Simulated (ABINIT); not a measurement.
# Mg3SiS (Pm-3m): zone-centre phonons

Which modes does Mg3SiS (Pm-3m) have at the zone centre?

Program: ABINIT 10.8.3. Level of theory: DFT LDA, scalar-relativistic, plane waves, HGH norm-conserving pseudopotentials. Results are calculated unless marked as measured.

The structure was built from a prototype and need not be the compound's stable phase.

## (1) Set-up

Symmetry: Pm-3m, No. 221, cubic system. The conventional cell has a = 5.222 Å, b = 5.222 Å, c = 5.222 Å, α = 90.00°, β = 90.00°, γ = 90.00°. Nearest to Si lie 12 Mg at 3.69 Å. Nearest to S lie 6 Mg at 2.61 Å. Nearest to Mg lie 2 S at 2.61 Å. Farther neighbours and most contacts between anions are not listed.

## (2) A probe with smearing

A first run with smearing and empty bands tells whether the crystal has a gap, which decides between fixed occupations and smearing later on.

probe.abi

```
# ground state
tolvrs 1.0d-08
prtden 1
prtwf 1

# basis, mesh and filling
ecut 30.0
ixc 7
ngkpt 4 4 4
nshiftk 1
shiftk 0.0 0.0 0.0
istwfk *1
occopt 7
tsmear 0.005
nband 14
nstep 100
diemac 9.0
prtebands 0
prtgsr 0

# cell and atoms
acell 9.868905713 9.868905713 9.868905713
rprim 
    1.0 0.0 0.0
    0.0 1.0 0.0
    0.0 0.0 1.0
ntypat 3
znucl 14 16 12
natom 5
typat 1 2 3 3 3
xred 
    0.0 0.0 0.0
    0.5 0.5 0.5
    0.5 0.5 0.0
    0.5 0.0 0.5
    0.0 0.5 0.5
pp_dirpath "./pseudo"
pseudos "Si.hgh, S.hgh, Mg.hgh"
```

Command:

```console
> OMP_NUM_THREADS=1 mpirun -n 4 abinit probe.abi > probe.log
```

Numbers of over 12 decimals in the logs are rounded to 6 here.

probe.abo, the main output file:

```text
[banners, grids, parts of the stress and lines that vanish by symmetry left out]
- input  file    -> probe.abi
- output file    -> probe.abo
- root for input  files -> probei
[...]
Symmetries : space group Pm -3 m (#221); Bravais cP (primitive cubic)
[...]
mpw =        7568          nfft =      125000          nkpt =          10
[...]
== DATASET  1 ==================================================================
[...]
cutoff_energies: {ecut:  30.0, pawecutdg:  -1.0, }
[...]
Exchange-correlation functional for the present dataset will be:
  LDA: Perdew-Wang 92 LSD fit to Ceperley-Alder data - ixc=7
[...]
ETOT  1  -16.741985374859    -1.674E+01 1.433E-02 7.247E+02
 ETOT  2  -16.835352607973    -9.337E-02 2.956E-03 1.973E+02
 ETOT  3  -16.867896289958    -3.254E-02 1.294E-03 2.231E+01
 ETOT  4  -16.870319563674    -2.423E-03 4.768E-04 5.278E-01
 ETOT  5  -16.870411965919    -9.240E-05 8.605E-05 2.069E-02
 ETOT  6  -16.870414249580    -2.284E-06 3.853E-05 1.126E-03
 ETOT  7  -16.870414375695    -1.261E-07 1.631E-05 3.154E-06
 ETOT  8  -16.870414376033    -3.385E-10 2.542E-06 9.353E-08
 ETOT  9  -16.870414376044    -1.130E-11 5.151E-06 8.928E-10
 At SCF step    9       vres2   =  8.93E-10 < tolvrs=  1.00E-08 =>converged.
[...]
sigma(1 1)=  3.10890339E-04  sigma(3 2)=  0.00000000E+00
  sigma(2 2)=  3.10890339E-04  sigma(3 1)=  0.00000000E+00
  sigma(3 3)=  3.10890339E-04  sigma(2 1)=  0.00000000E+00
[...]
convergence: {deltae: -1.130E-11, res2:  8.928E-10, residm:  5.151E-06, diffor: null, }
etotal    :  -1.68704144E+01
[...]
sigma(1 1)=  3.10890339E-04  sigma(3 2)=  0.00000000E+00
  sigma(2 2)=  3.10890339E-04  sigma(3 1)=  0.00000000E+00
  sigma(3 3)=  3.10890339E-04  sigma(2 1)=  0.00000000E+00
[...]
- sigma(1 1)=  9.14670957E+00  sigma(3 2)=  0.00000000E+00
- sigma(2 2)=  9.14670957E+00  sigma(3 1)=  0.00000000E+00
- sigma(3 3)=  9.14670957E+00  sigma(2 1)=  0.00000000E+00
[...]
fcart     -0.0000000000E+00 -0.0000000000E+00 -0.0000000000E+00
           strten      3.1089033938E-04  3.1089033938E-04  3.1089033938E-04
================================================================================

[key lines of the parts left out:]
pressure_GPa:  -9.1467E+00
```

Elapsed: 14 s, on 4 MPI ranks of Arm Neoverse N1, shared host.

Read from the output:

```yaml
volume_per_atom: 28.49 Å³
pressure: -9.147 GPa
gap_on_the_k_mesh: 0 eV
```

No gap opens on this mesh, so smearing is kept; the printed pressure holds the stress of the finite basis too.

## (3) Rough relaxation

The typed start is rough, so a first relaxation with smearing and loose thresholds takes it towards rest cheaply.

prerelax.abi

```
# relaxation
ionmov 2
optcell 2
dilatmx 1.15
chkdilatmx 0
ntime 40
tolmxf 3.0d-04
tolvrs 1.0d-10
prtwf 0
prtden 0
chksymtnons 0

# basis, mesh and filling
ecut 31.0
ecutsm 3.0
ixc 7
ngkpt 4 4 4
nshiftk 1
shiftk 0.0 0.0 0.0
istwfk *1
occopt 7
tsmear 0.005
nband 14
nstep 100
diemac 1000000.0
prtebands 0
prtgsr 0

# cell and atoms
acell 9.868905713 9.868905713 9.868905713
rprim 
    1.0 0.0 0.0
    0.0 1.0 0.0
    0.0 0.0 1.0
ntypat 3
znucl 14 16 12
natom 5
typat 1 2 3 3 3
xred 
    0.0 0.0 0.0
    0.5 0.5 0.5
    0.5 0.5 0.0
    0.5 0.0 0.5
    0.0 0.5 0.5
pp_dirpath "./pseudo"
pseudos "Si.hgh, S.hgh, Mg.hgh"
```

Command:

```console
> OMP_NUM_THREADS=1 mpirun -n 4 abinit prerelax.abi > prerelax.log
```

prerelax.abo, the main output file:

```text
[banners, grids, parts of the stress and lines that vanish by symmetry left out]
- input  file    -> prerelax.abi
- output file    -> prerelax.abo
- root for input  files -> prerelaxi
[...]
Symmetries : space group Pm -3 m (#221); Bravais cP (primitive cubic)
[...]
mpw =       12140          nfft =      216000          nkpt =          10
[...]
== DATASET  1 ==================================================================
[...]
cutoff_energies: {ecut:  31.0, pawecutdg:  -1.0, }
[...]
Exchange-correlation functional for the present dataset will be:
  LDA: Perdew-Wang 92 LSD fit to Ceperley-Alder data - ixc=7
[...]
ETOT  1  -16.741963332232    -1.674E+01 1.902E-02 1.255E+03
 ETOT  2  -16.854463066745    -1.125E-01 3.911E-03 1.302E+02
 ETOT  3  -16.869003052912    -1.454E-02 4.260E-04 2.231E+01
 ETOT  4  -16.870332709265    -1.330E-03 4.611E-04 4.537E-01
[...]
ETOT  8  -16.933289143709    -4.405E-13 4.626E-09 1.180E-11
 At SCF step    8       vres2   =  1.18E-11 < tolvrs=  1.00E-10 =>converged.
[...]
sigma(1 1)=  6.52885011E-07  sigma(3 2)=  0.00000000E+00
  sigma(2 2)=  6.52885011E-07  sigma(3 1)=  0.00000000E+00
  sigma(3 3)=  6.52885011E-07  sigma(2 1)=  0.00000000E+00
[...]
convergence: {deltae: -4.405E-13, res2:  1.180E-11, residm:  4.626E-09, diffor: null, }
etotal    :  -1.69332891E+01
[...]
At Broyd/MD step   7, gradients are converged :
[...]
sigma(1 1)=  6.52885011E-07  sigma(3 2)=  0.00000000E+00
  sigma(2 2)=  6.52885011E-07  sigma(3 1)=  0.00000000E+00
  sigma(3 3)=  6.52885011E-07  sigma(2 1)=  0.00000000E+00
[...]
- sigma(1 1)=  1.92085402E-02  sigma(3 2)=  0.00000000E+00
- sigma(2 2)=  1.92085402E-02  sigma(3 1)=  0.00000000E+00
- sigma(3 3)=  1.92085402E-02  sigma(2 1)=  0.00000000E+00
[...]
fcart     -0.0000000000E+00 -0.0000000000E+00 -0.0000000000E+00
           strten      6.5288501117E-07  6.5288501117E-07  6.5288501117E-07
================================================================================

[key lines of the parts left out:]
pressure_GPa:  -1.9209E-02
Total energy (etotal) [Ha]= -1.69332891437091E+01
```

Run time: 2.8 min. Hardware: 4 MPI ranks; 11 min of CPU time.

The steps of the relaxation:

```
step  energy less that of the first step (eV)  largest force (eV/Å)  volume (Å³)
   1                                   0.0000                0.0000       142.43
   2                                  -0.2204                0.0000       138.51
   3                                   0.2140                0.0000        72.88
   4                                  -1.4673                0.0000       111.95
   5                                  -1.6859                0.0000       102.80
   6                                  -1.7110                0.0000        98.08
   7                                  -1.7120                0.0000        98.85
```

```
conventional cell, symmetrised  before  after   change
                         a (Å)   5.222  4.624  -11.5 %
                         b (Å)   5.222  4.624  -11.5 %
                         c (Å)   5.222  4.624  -11.5 %
              volume (Å³/atom)   28.49  19.77  -30.6 %
```

The relaxed structure:

```cif
data_structure
_symmetry_space_group_name_H-M 'P 1'
_symmetry_Int_Tables_number 1
_cell_length_a 4.6237
_cell_length_b 4.6237
_cell_length_c 4.6237
_cell_angle_alpha 90.000
_cell_angle_beta 90.000
_cell_angle_gamma 90.000
_cell_volume 98.85
loop_
_atom_site_label
_atom_site_type_symbol
_atom_site_fract_x
_atom_site_fract_y
_atom_site_fract_z
_atom_site_occupancy
Si1 Si 0.00000 0.00000 0.00000 1
S2 S 0.50000 0.50000 0.50000 1
Mg3 Mg 0.50000 0.50000 0.00000 1
Mg4 Mg 0.50000 0.00000 0.50000 1
Mg5 Mg 0.00000 0.50000 0.50000 1
```

Numbers from this step:

```
volume per atom : 19.77 Å³
pressure        : -0.01921 GPa
```

The volume changes by -30.6 % in this run and stands -30.6 % from the first cell.

## (4) Rough relaxation

The cell changed much, so the rough relaxation is repeated on a basis made for the new cell.

Edit prerelax.abi of step 3 so:

```diff
@@ -29,3 +29,3 @@
 # cell and atoms
-acell 9.868905713 9.868905713 9.868905713
+acell 8.737533172 8.737533172 8.737533172
 rprim
```

prerelax.abo, the main output file:

```text
[banners, grids, parts of the stress and lines that vanish by symmetry left out]
- input  file    -> prerelax.abi
- output file    -> prerelax.abo
- root for input  files -> prerelaxi
[...]
Symmetries : space group Pm -3 m (#221); Bravais cP (primitive cubic)
[...]
mpw =        8417          nfft =      157464          nkpt =          10
[...]
== DATASET  1 ==================================================================
[...]
cutoff_energies: {ecut:  31.0, pawecutdg:  -1.0, }
[...]
Exchange-correlation functional for the present dataset will be:
  LDA: Perdew-Wang 92 LSD fit to Ceperley-Alder data - ixc=7
[...]
ETOT  1  -16.815053344324    -1.682E+01 3.106E-02 1.126E+03
 ETOT  2  -16.926327612845    -1.113E-01 7.826E-03 5.419E+01
 ETOT  3  -16.932891977858    -6.564E-03 2.679E-04 6.232E+00
 ETOT  4  -16.933284854429    -3.929E-04 2.622E-04 5.278E-02
 ETOT  5  -16.933288777947    -3.924E-06 3.755E-05 6.416E-03
[...]
ETOT  9  -16.933289150084     3.197E-14 1.024E-05 1.315E-10
 ETOT 10  -16.933289150085    -8.491E-13 1.954E-06 1.804E-12
 At SCF step   10       vres2   =  1.80E-12 < tolvrs=  1.00E-10 =>converged.
[...]
sigma(1 1)=  6.52895785E-07  sigma(3 2)=  0.00000000E+00
  sigma(2 2)=  6.52895785E-07  sigma(3 1)=  0.00000000E+00
  sigma(3 3)=  6.52895785E-07  sigma(2 1)=  0.00000000E+00
[...]
convergence: {deltae: -8.491E-13, res2:  1.804E-12, residm:  1.954E-06, diffor: null, }
etotal    :  -1.69332892E+01
[...]
At Broyd/MD step   1, gradients are converged :
[...]
sigma(1 1)=  6.52895785E-07  sigma(3 2)=  0.00000000E+00
  sigma(2 2)=  6.52895785E-07  sigma(3 1)=  0.00000000E+00
  sigma(3 3)=  6.52895785E-07  sigma(2 1)=  0.00000000E+00
[...]
- sigma(1 1)=  1.92088572E-02  sigma(3 2)=  0.00000000E+00
- sigma(2 2)=  1.92088572E-02  sigma(3 1)=  0.00000000E+00
- sigma(3 3)=  1.92088572E-02  sigma(2 1)=  0.00000000E+00
[...]
fcart     -0.0000000000E+00 -0.0000000000E+00 -0.0000000000E+00
           strten      6.5289578493E-07  6.5289578493E-07  6.5289578493E-07
================================================================================

[key lines of the parts left out:]
pressure_GPa:  -1.9209E-02
Total energy (etotal) [Ha]= -1.69332891500846E+01
```

Wall time 18 s (4 MPI ranks); 72 s of CPU time.

Little changed from the start: no atom moved by 0.005 Å and no cell edge by 0.1 %.

The volume changes by +0.0 % in this run and stands -30.6 % from the first cell.

## (5) Relaxing the cell and atoms

The harmonic expansion needs vanishing forces, and a free crystal bears no stress, so cell and atoms are brought to rest. Stress is more sensitive to the basis than forces are: the last 3 Ha under the cutoff are smoothed with ecutsm, and the cutoff is raised above that of the later runs.

relax.abi

```
# relaxation
ionmov 2
optcell 2
dilatmx 1.08
ntime 40
tolmxf 1.0d-05
tolvrs 1.0d-14
prtwf 0
prtden 0
chksymtnons 0

# basis, mesh and filling
ecut 38.0
ecutsm 3.0
ixc 7
ngkpt 6 6 6
nshiftk 1
shiftk 0.0 0.0 0.0
istwfk *1
occopt 3
tsmear 0.01
nband 14
nstep 100
diemac 1000000.0
prtebands 0
prtgsr 0

# cell and atoms
acell 8.737533172 8.737533172 8.737533172
rprim 
    1.0 0.0 0.0
    0.0 1.0 0.0
    0.0 0.0 1.0
ntypat 3
znucl 14 16 12
natom 5
typat 1 2 3 3 3
xred 
    0.0 0.0 0.0
    0.5 0.5 0.5
    0.5 0.5 0.0
    0.5 0.0 0.5
    0.0 0.5 0.5
pp_dirpath "./pseudo"
pseudos "Si.hgh, S.hgh, Mg.hgh"
```

Command:

```console
> OMP_NUM_THREADS=1 mpirun -n 4 abinit relax.abi > relax.log
```

relax.abo, the main output file:

```text
[banners, grids, parts of the stress and lines that vanish by symmetry left out]
- input  file    -> relax.abi
- output file    -> relax.abo
- root for input  files -> relaxi
[...]
Symmetries : space group Pm -3 m (#221); Bravais cP (primitive cubic)
[...]
mpw =        9448          nfft =      157464          nkpt =          20
[...]
== DATASET  1 ==================================================================
[...]
cutoff_energies: {ecut:  38.0, pawecutdg:  -1.0, }
[...]
Exchange-correlation functional for the present dataset will be:
  LDA: Perdew-Wang 92 LSD fit to Ceperley-Alder data - ixc=7
[...]
ETOT  1  -16.814354162095    -1.681E+01 1.910E-02 1.212E+03
 ETOT  2  -16.931739890319    -1.174E-01 4.445E-03 7.529E+01
 ETOT  3  -16.940035246233    -8.295E-03 1.533E-03 7.583E+00
 ETOT  4  -16.940518221513    -4.830E-04 8.883E-04 9.023E-02
 ETOT  5  -16.940524375608    -6.154E-06 2.548E-04 6.263E-03
[...]
At SCF step   12       vres2   =  1.05E-15 < tolvrs=  1.00E-14 =>converged.
[...]
sigma(1 1)= -1.63395427E-05  sigma(3 2)=  0.00000000E+00
  sigma(2 2)= -1.63395427E-05  sigma(3 1)=  0.00000000E+00
  sigma(3 3)= -1.63395427E-05  sigma(2 1)=  0.00000000E+00
[...]
convergence: {deltae: -1.947E-12, res2:  1.050E-15, residm:  1.630E-05, diffor: null, }
etotal    :  -1.69405248E+01
[...]
ETOT  1  -16.940530521990    -1.694E+01 1.245E-05 1.186E-01
[...]
At SCF step    9       vres2   =  7.82E-15 < tolvrs=  1.00E-14 =>converged.
[...]
sigma(1 1)= -1.37049160E-05  sigma(3 2)=  0.00000000E+00
  sigma(2 2)= -1.37049160E-05  sigma(3 1)=  0.00000000E+00
  sigma(3 3)= -1.37049160E-05  sigma(2 1)=  0.00000000E+00
[...]
convergence: {deltae:  2.167E-13, res2:  7.815E-15, residm:  3.176E-06, diffor: null, }
etotal    :  -1.69405395E+01
[...]
ETOT  1  -16.940324108371    -1.694E+01 2.274E-05 3.293E+00
[...]
At SCF step   10       vres2   =  4.74E-16 < tolvrs=  1.00E-14 =>converged.
[...]
sigma(1 1)= -1.67247701E-07  sigma(3 2)=  0.00000000E+00
  sigma(2 2)= -1.67247701E-07  sigma(3 1)=  0.00000000E+00
  sigma(3 3)= -1.67247701E-07  sigma(2 1)=  0.00000000E+00
[...]
convergence: {deltae:  1.105E-12, res2:  4.743E-16, residm:  2.662E-07, diffor: null, }
etotal    :  -1.69405751E+01
[...]
ETOT  1  -16.940575072784    -1.694E+01 1.876E-07 5.050E-04
[...]
ETOT  7  -16.940575111225    -5.791E-13 2.925E-08 2.970E-13
 ETOT  8  -16.940575111225    -7.461E-13 3.976E-08 1.454E-15
 At SCF step    8       vres2   =  1.45E-15 < tolvrs=  1.00E-14 =>converged.
[...]
sigma(1 1)= -1.75777644E-09  sigma(3 2)=  0.00000000E+00
  sigma(2 2)= -1.75777644E-09  sigma(3 1)=  0.00000000E+00
  sigma(3 3)= -1.75777644E-09  sigma(2 1)=  0.00000000E+00
[...]
convergence: {deltae: -7.461E-13, res2:  1.454E-15, residm:  3.976E-08, diffor: null, }
etotal    :  -1.69405751E+01
[...]
At Broyd/MD step   4, gradients are converged :
[...]
sigma(1 1)= -1.75777644E-09  sigma(3 2)=  0.00000000E+00
  sigma(2 2)= -1.75777644E-09  sigma(3 1)=  0.00000000E+00
  sigma(3 3)= -1.75777644E-09  sigma(2 1)=  0.00000000E+00
[...]
- sigma(1 1)= -5.17155683E-05  sigma(3 2)=  0.00000000E+00
- sigma(2 2)= -5.17155683E-05  sigma(3 1)=  0.00000000E+00
- sigma(3 3)= -5.17155683E-05  sigma(2 1)=  0.00000000E+00
[...]
fcart     -0.0000000000E+00 -0.0000000000E+00 -0.0000000000E+00
           strten     -1.7577764389E-09 -1.7577764389E-09 -1.7577764385E-09
================================================================================

[key lines of the parts left out:]
pressure_GPa:   5.1716E-05
Total energy (etotal) [Ha]= -1.69405751112254E+01
```

It took 2 min on 4 MPI ranks; 8.2 min of CPU time.

Relaxation path:

```
step  energy less that of the first step (eV)  largest force (eV/Å)  volume (Å³)
   1                                   0.0000                0.0000        98.85
   2                                  -0.0004                0.0000        98.99
   3                                  -0.0014                0.0000        99.76
   4                                  -0.0014                0.0000        99.77
```

```
conventional cell, symmetrised  before  after  change
                         a (Å)   4.624  4.638  +0.3 %
                         b (Å)   4.624  4.638  +0.3 %
                         c (Å)   4.624  4.638  +0.3 %
              volume (Å³/atom)   19.77  19.95  +0.9 %
```

Final coordinates:

```xyz
5
Lattice="4.6380 0.0000 0.0000 0.0000 4.6380 0.0000 0.0000 0.0000 4.6380" Properties=species:S:1:pos:R:3 pbc="T T T"
Si    0.0000    0.0000    0.0000
S     2.3190    2.3190    2.3190
Mg    2.3190    2.3190    0.0000
Mg    2.3190    0.0000    2.3190
Mg    0.0000    2.3190    2.3190
```

Read from the output:

```yaml
volume_per_atom: 19.95 Å³
pressure: 5.17e-5 GPa
```

The volume changes by +0.9 % in this run and stands -30.0 % from the first cell.

## (6) Self-consistent run for the response

The response is built on these wavefunctions, so the potential is converged far more tightly than an energy would need. Smearing stays on, as the first look found no gap above 0.3 eV.

gs.abi

```
# ground state
tolvrs 1.0d-16
prtden 1
prtwf 1

# basis, mesh and filling
ecut 30.0
ixc 7
ngkpt 6 6 6
nshiftk 1
shiftk 0.0 0.0 0.0
istwfk *1
occopt 3
tsmear 0.01
nband 14
nstep 100
diemac 1000000.0
prtebands 0
prtgsr 0

# cell and atoms
acell 8.764580601 8.764580601 8.764580601
rprim 
    1.0 0.0 0.0
    0.0 1.0 0.0
    0.0 0.0 1.0
ntypat 3
znucl 14 16 12
natom 5
typat 1 2 3 3 3
xred 
    0.0 0.0 0.0
    0.5 0.5 0.5
    0.5 0.5 0.0
    0.5 0.0 0.5
    0.0 0.5 0.5
pp_dirpath "./pseudo"
pseudos "Si.hgh, S.hgh, Mg.hgh"
```

Command:

```console
> OMP_NUM_THREADS=1 mpirun -n 4 abinit gs.abi > gs.log
```

gs.abo, the main output file:

```text
[banners, grids, parts of the stress and lines that vanish by symmetry left out]
- input  file    -> gs.abi
- output file    -> gs.abo
- root for input  files -> gsi
[...]
Symmetries : space group Pm -3 m (#221); Bravais cP (primitive cubic)
[...]
mpw =        5315          nfft =       91125          nkpt =          20
[...]
== DATASET  1 ==================================================================
[...]
cutoff_energies: {ecut:  30.0, pawecutdg:  -1.0, }
[...]
Exchange-correlation functional for the present dataset will be:
  LDA: Perdew-Wang 92 LSD fit to Ceperley-Alder data - ixc=7
[...]
ETOT  1  -16.817320184161    -1.682E+01 4.255E-02 6.987E+02
 ETOT  2  -16.930960893712    -1.136E-01 2.008E-02 4.486E+01
 ETOT  3  -16.939655163146    -8.694E-03 2.798E-03 4.385E+00
 ETOT  4  -16.940136120849    -4.810E-04 3.749E-04 5.615E-02
 ETOT  5  -16.940142746747    -6.626E-06 1.917E-04 3.933E-03
[...]
ETOT 12  -16.940143157844    -9.024E-13 1.681E-05 4.028E-16
 ETOT 13  -16.940143157846    -1.702E-12 4.699E-05 1.880E-17
 At SCF step   13       vres2   =  1.88E-17 < tolvrs=  1.00E-16 =>converged.
[...]
sigma(1 1)=  3.04606191E-06  sigma(3 2)=  0.00000000E+00
  sigma(2 2)=  3.04606191E-06  sigma(3 1)=  0.00000000E+00
  sigma(3 3)=  3.04606191E-06  sigma(2 1)=  0.00000000E+00
[...]
convergence: {deltae: -1.702E-12, res2:  1.880E-17, residm:  4.699E-05, diffor: null, }
etotal    :  -1.69401432E+01
[...]
sigma(1 1)=  3.04606191E-06  sigma(3 2)=  0.00000000E+00
  sigma(2 2)=  3.04606191E-06  sigma(3 1)=  0.00000000E+00
  sigma(3 3)=  3.04606191E-06  sigma(2 1)=  0.00000000E+00
[...]
- sigma(1 1)=  8.96182354E-02  sigma(3 2)=  0.00000000E+00
- sigma(2 2)=  8.96182354E-02  sigma(3 1)=  0.00000000E+00
- sigma(3 3)=  8.96182354E-02  sigma(2 1)=  0.00000000E+00
[...]
fcart     -0.0000000000E+00 -0.0000000000E+00 -0.0000000000E+00
           strten      3.0460619095E-06  3.0460619095E-06  3.0460619095E-06
================================================================================

[key lines of the parts left out:]
pressure_GPa:  -8.9618E-02
```

Wall time 25 s (4 MPI ranks).

Numbers from this step:

```
pressure : -0.08962 GPa
```

The cell stands at -0.090 GPa, close enough for phonons.

[end of part 1 of 4]

[Host names and launcher messages were left out of these logs when they were recorded.]

[Logs are printed without paths, hosts, clocks, repeated set-up lines and the standing remarks that a program may print on its own settings, such as how far it seeks lower states.]

[Hosts, paths, dates, database ids (printed as entryN), source tags and the programs' standing remarks are cut or masked in the printed files.]
